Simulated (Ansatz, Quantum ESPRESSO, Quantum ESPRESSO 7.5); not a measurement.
# Band edges of honeycomb PN, 1 layer under strain

Aim: band edges, gap and stiffness of honeycomb PN, 1 layer under biaxial strain.

Program: Quantum ESPRESSO 7.5. Level of theory: plane-wave DFT, PBE, GBRV ultrasoft pseudopotentials (geometry by Ansatz 0.2.0 with PAW datasets; geometry under PBE). Results are calculated unless marked as measured.

Most raw output is cut from this account.

**1. Starting point**

The cell holds 2 atoms: 1 N and 1 P. Cell: a = 2.730 Å, b = 2.730 Å, c = 15.860 Å, α = 90.0°, β = 90.0°, γ = 120.0°. It derives from PN. Vacuum lies along c.

As a file:

```
CELL_PARAMETERS angstrom
2.73000 0.00000 0.00000
-1.36500 2.36425 0.00000
0.00000 0.00000 15.86000
ATOMIC_POSITIONS crystal
N 0.66667 0.33333 0.47289
P 0.33333 0.66667 0.52711
```

This sheet is a model structure: its symmetry is held, and its stability is not tested here.

**2. Relaxation with Ansatz**

A relaxation in Ansatz fixes the structure of this slab for the runs on it.

input.yaml

```yaml
crystal:
  lattice:
    - [2.73, 0.0, 0.0]
    - [-1.365, 2.3642493523, 0.0]
    - [0.0, 0.0, 15.86]
  atoms:
    - { symbol: "N", position: [0.6666666667, 0.3333333333, 0.472887768] }
    - { symbol: P, position: [0.3333333333, 0.6666666667, 0.527112232] }
kpoints:
  mp_grid: { grid: [12, 12, 1] }
hamiltonian:
  xc: pbe
scf:
  occupations: { method: fermi_dirac, width: 0.05 }
  convergence: { dr2_threshold: 1.0e-08 }
efield:
  axis: 3
  dipole_correction: true
  ramp_position: 0.97
  ramp_width: 0.04
relax:
  f_tol: 0.01
  cell: { fix: [c, alpha, beta] }
output:
  write_potential: true
  write_density: true
  volumetric_format: npy
```

Command:

```bash
$ ansatz run input.yaml --threads 2 --pin off --max-ram 4096MiB --backend cpu --events-out ev --progress --plain --runs-dir out
```

Wall time 4.2 s (2 threads of Arm Neoverse V2, shared host); peak memory 0.33 GiB.

Step by step:

```csv
step,energy less that of the first step (eV),largest force component (eV/Å),pressure (GPa),volume (Å³)
1,0.0000,0.1397,0.05,102.37
2,-0.0006,0.0276,0.07,102.07
3,-0.0006,0.0142,0.03,102.14
4,-0.0006,0.0001,0.00,102.22
5*,-0.0005,0.0000,0.00,102.22
```

Relaxation steps marked * repeat the geometry before them on a plane-wave basis chosen anew for their cell, so energy and pressure can jump there.

Forces are held to the 6 operations that the run works with; a distortion that breaks them can't arise in this run.

```csv
cell as run,before,after,change
a (Å),2.730,2.728,-0.1 %
b (Å),2.730,2.728,-0.1 %
```

Final coordinates:

```xyz
2
Lattice="2.7280 0.0000 0.0000 -1.3640 2.3625 0.0000 0.0000 0.0000 15.8600" Properties=species:S:1:pos:R:3
N     1.3640    0.7875    7.4964
P     0.0000    1.5750    8.3636
```

Read from the output:

| Item | Value |
| --- | --- |
| free energy | -1139.0752 eV |
| Fermi energy | -2.643 eV |
| gap by band count | 1.823 eV |
| symmetry operations | 6 |
| dipole along the normal | 0.02591 e·Å |
| vacuum level at the upper face over a Fermi level inside the gap | 5.714 eV |
| vacuum level at the lower face over a Fermi level inside the gap | 6.442 eV |

**3. The script**

Under ESM bc1 levels count from the vacuum, or from the mean of the two vacuum levels where the sheet has a dipole, so band edges at unlike strains can be compared.

Level of this step: plane-wave DFT, PBE, GBRV ultrasoft pseudopotentials (Quantum ESPRESSO 7.5).

run.py

```python
import json
import numpy as np
from ase import Atoms
from ase.calculators.espresso import Espresso, EspressoProfile

profile = EspressoProfile(command='mpirun -n 2 pw.x -nk 2', pseudo_dir='../pseudo')
pseudopotentials = {'N': 'n_pbe_v1.2.uspp.F.UPF', 'P': 'p_pbe_v1.5.uspp.F.UPF'}
system = {'ecutwfc': 40, 'ecutrho': 200, 'occupations': 'smearing', 'smearing': 'fd', 'degauss': 0.002}


def calculator(name, kpts, **extra):
    data = dict(control=dict(tprnfor=True, verbosity='high', disk_io='none'),
                system=system | extra,
                electrons=dict(conv_thr=1e-09, mixing_beta=0.4, mixing_mode='plain',
                               electron_maxstep=100))
    return Espresso(profile=profile, directory=name, pseudopotentials=pseudopotentials, kpts=kpts, input_data=data)


def centre(atoms):
    z = atoms.positions[:, 2]
    atoms.positions[:, 2] -= (z.max() + z.min()) / 2  # ESM wants the slab about z = 0
    return atoms

sheet = Atoms(
    ['N', 'P'],
    scaled_positions=[
        [0.6666666667, 0.3333333333, 0.4726634580],
        [0.3333333333, 0.6666666667, 0.5273365420]],
    cell=[
        [2.727993671465, 0.000000000000, 0.000000000000],
        [-1.363996835732, 2.362511820851, 0.000000000000],
        [0.000000000000, 0.000000000000, 15.860000000000]],
    pbc=True)

rows = []
for strain in [-0.03, -0.015, 0.0, 0.015, 0.03]:
    atoms = sheet.copy()
    atoms.set_cell(sheet.cell.array * [[1 + strain], [1 + strain], [1]], scale_atoms=True)
    atoms = centre(atoms)
    atoms.calc = calculator(f's{strain:+.3f}', (18, 18, 1), assume_isolated='esm', esm_bc='bc1', nbnd=9)
    energy = atoms.get_potential_energy()
    levels = np.array([atoms.calc.get_eigenvalues(kpt=i) for i in range(len(atoms.calc.get_ibz_k_points()))])
    top, bottom = levels[:, 4].max(), levels[:, 5].min()
    direct = (levels[:, 5] - levels[:, 4]).min()
    rows.append([strain, energy, top, bottom, direct])
    print(f'strain {strain:+.3f}: E = {energy:.5f} eV, valence top {top:.3f}, conduction bottom {bottom:.3f}, '
          f'gap {bottom - top:.3f}, least direct gap {direct:.3f} eV')

x, energy, top, bottom, direct = np.array(rows).T
area = np.linalg.norm(np.cross(*sheet.cell[:2]))
stiffness = np.polyfit(x, energy, 2)[0] / area * 16.0218  # C11 + C12, heights clamped
print(f'valence and conduction edges move by {np.polyfit(x, top, 1)[0]:.2f} and {np.polyfit(x, bottom, 1)[0]:.2f} eV per unit biaxial strain')
print(f'C11 + C12 with clamped heights: {stiffness:.1f} N/m')
json.dump(dict(rows=rows, stiffness=stiffness), open('result.json', 'w'))
```

Command:

```bash
$ OMP_NUM_THREADS=1 python run.py
```

Run time: 80 s. Hardware: 2 MPI ranks; peak memory 0.25 GiB.

This step gave:

* biaxial stiffness: 177.2 N/m

Table of band edge from the vacuum level by biaxial strain:

```csv
biaxial strain (%),valence top (eV),conduction bottom (eV)
-3.00,-7.1,-5.14
-1.50,-7.07,-5.18
0.00,-7.03,-5.22
1.50,-6.98,-5.25
3.00,-6.92,-5.27
```

The gap by biaxial strain:

```csv
biaxial strain (%),on the mesh (eV),least direct (eV)
-3.00,1.96,2.71
-1.50,1.89,2.62
0.00,1.81,2.54
1.50,1.73,2.47
3.00,1.65,2.40
```

The energy over the lowest by biaxial strain:

```csv
biaxial strain (%),energy over the lowest (meV)
-3.00,72.6
-1.50,18.1
0.00,0
1.50,13.8
3.00,55.7
```

**4. The script: vdW-DF-cx, GBRV ultrasoft**

Level of this step: plane-wave DFT, vdW-DF-cx, GBRV ultrasoft pseudopotentials made under PBE (Quantum ESPRESSO 7.5). input_dft overrides the functional of the files.

run.py is the input of step 3 with these lines changed:

```diff
@@ -7,3 +7,3 @@
 pseudopotentials = {'N': 'n_pbe_v1.2.uspp.F.UPF', 'P': 'p_pbe_v1.5.uspp.F.UPF'}
-system = {'ecutwfc': 40, 'ecutrho': 200, 'occupations': 'smearing', 'smearing': 'fd', 'degauss': 0.002}
+system = {'ecutwfc': 40, 'ecutrho': 200, 'input_dft': 'vdw-df-cx', 'occupations': 'smearing', 'smearing': 'fd', 'degauss': 0.002}
```

Command:

```bash
$ OMP_NUM_THREADS=1 python run.py
```

Elapsed: 3.8 min, on 2 MPI ranks; peak memory 0.26 GiB; 7.5 min of CPU time.

Table of band edge from the vacuum level by biaxial strain:

```csv
biaxial strain (%),valence top (eV),conduction bottom (eV)
-3.00,-7.21,-5.25
-1.50,-7.19,-5.29
0.00,-7.14,-5.33
1.50,-7.09,-5.36
3.00,-7.03,-5.38
```

Gap against biaxial strain:

```csv
biaxial strain (%),on the mesh (eV),least direct (eV)
-3.00,1.96,2.71
-1.50,1.89,2.62
0.00,1.81,2.54
1.50,1.73,2.47
3.00,1.65,2.40
```

Energy over the lowest against biaxial strain:

```csv
biaxial strain (%),energy over the lowest (meV)
-3.00,55.1
-1.50,9.43
0.00,0
1.50,22.5
3.00,73.1
```

**5. By hand**

Under equal strain ε in the plane, E = A (C11 + C12) ε². From the points at ±1.5 %: d²E/dε² = (18.15 + 13.82 − 2 × 0.00) meV / 0.015² = 142 eV, and 142/(2 × 6.445 Å²) × 16.02 = 177 N/m.

**6. Summary of results**

```
C11 + C12, heights clamped, PBE, GBRV ultrasoft                                                                : 177 N/m
gap on the mesh at zero strain, PBE, GBRV ultrasoft                                                            : 1.81 eV
valence top below the mean of the two vacuum levels at zero strain, PBE, GBRV ultrasoft                        : 7.03 eV
shift of the valence top per unit biaxial strain, PBE, GBRV ultrasoft                                          : 3.1 eV
shift of the conduction bottom per unit biaxial strain, PBE, GBRV ultrasoft                                    : -2.3 eV
C11 + C12, heights clamped, vdW-DF-cx, GBRV ultrasoft (made under PBE)                                         : 177 N/m
gap on the mesh at zero strain, vdW-DF-cx, GBRV ultrasoft (made under PBE)                                     : 1.81 eV
valence top below the mean of the two vacuum levels at zero strain, vdW-DF-cx, GBRV ultrasoft (made under PBE) : 7.14 eV
shift of the valence top per unit biaxial strain, vdW-DF-cx, GBRV ultrasoft (made under PBE)                   : 3.1 eV
shift of the conduction bottom per unit biaxial strain, vdW-DF-cx, GBRV ultrasoft (made under PBE)             : -2.2 eV
```

The sheet's biaxial stiffness comes to 177 N/m and its gap at zero strain to 1.81 eV (PBE, GBRV ultrasoft). From −3 % to +3 % the gap on the mesh goes from 1.96 to 1.65 eV; it is indirect at every strain. Heights are clamped under strain, which makes a sheet with several atomic planes too stiff. Semilocal gaps are too small. The sheet carries a dipole, so the two faces have unlike vacuum levels and the zero lies between them.

[Logs are printed without paths, hosts, clocks, repeated set-up lines and the standing remarks that a program may print on its own settings, such as how far it seeks lower states.]

[Hosts, paths, dates, database ids (printed as entryN), source tags and the programs' standing remarks are cut or masked in the printed files.]

[Maps of the electrostatic potential energy from Ansatz leave out the sawtooth potential of an applied field or a dipole correction, so their vacuum need not be flat; planar profiles and work functions include it.]
